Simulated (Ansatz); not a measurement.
In doubt: masses and optical values from hybrid runs of this build are listed as unsure (in some of the runs), which bears on the screening that GW takes from such a start; one-shot GW on d or f shells is unsure (in some of the runs), so the values of those runs are not to be relied on.

System: TaAgO3 (R3c).

```xyz
10
Lattice="2.7641 1.5958 4.5720 -2.7641 1.5958 4.5720 0.0000 -3.1917 4.5720" Properties=species:S:1:pos:R:3 pbc="T T T"
Ta    0.0000    0.0000   -0.0362
Ta    0.0000    0.0000    6.8218
Ag    0.0000    0.0000    3.4153
Ag    0.0000    0.0000   10.2732
O     0.3653    1.5935    8.0276
O    -1.5626   -0.4804    8.0276
O     1.1974   -1.1131    8.0276
O     1.5667    0.4827    5.7416
O    -0.3653   -1.5982    5.7416
O    -1.2014    1.1154    5.7416
```

Geometry: measured cell, ions relaxed with LDA. The runs that relaxed it are not among those shown. Spin-orbit coupling is left out unless a run names it.

Gaps computed with Ansatz 0.2.0 without a self-energy: HSE06 3.42 eV.

Question: Estimate the G0W0@HSE06 gap with 4×4×4 mesh, 719 empty bands, screening to 190 eV, hard PAW files.

About 3.80 eV: on its mesh the run moves the gap from 3.46 eV by +0.34 eV. A band edge moves to another state on the way. Bands and cutoff are finite, so the gap is not at the basis limit. The miss can reach some tenths of an eV and take either sign; the mesh is an error of its own. A d shell, filled or nearly so, lies near the gap. One-shot GW converges very slowly in bands there, not always from below, and on a semilocal start the gap tends to come out low; starts rich in exact exchange can overshoot instead. The many-body steps are scalar-relativistic: spin-orbit coupling is not in them.

[Paths, hosts, dates, memory and timing lines, banners, echoed tables and standing remarks are left out of the program output.]

[Logs are printed without paths, hosts, clocks, repeated set-up lines and the standing remarks that a program may print on its own settings, such as how far it seeks lower states.]

[Runs of the session that timed out or met a known fault of the program may be left out.]

[Cells called generated may have been cut or substituted from an entry of the Crystallography Open Database or the Materials Project.]

[Hosts, paths, dates, database ids (printed as entryN), source tags and the programs' standing remarks are cut or masked in the printed files.]
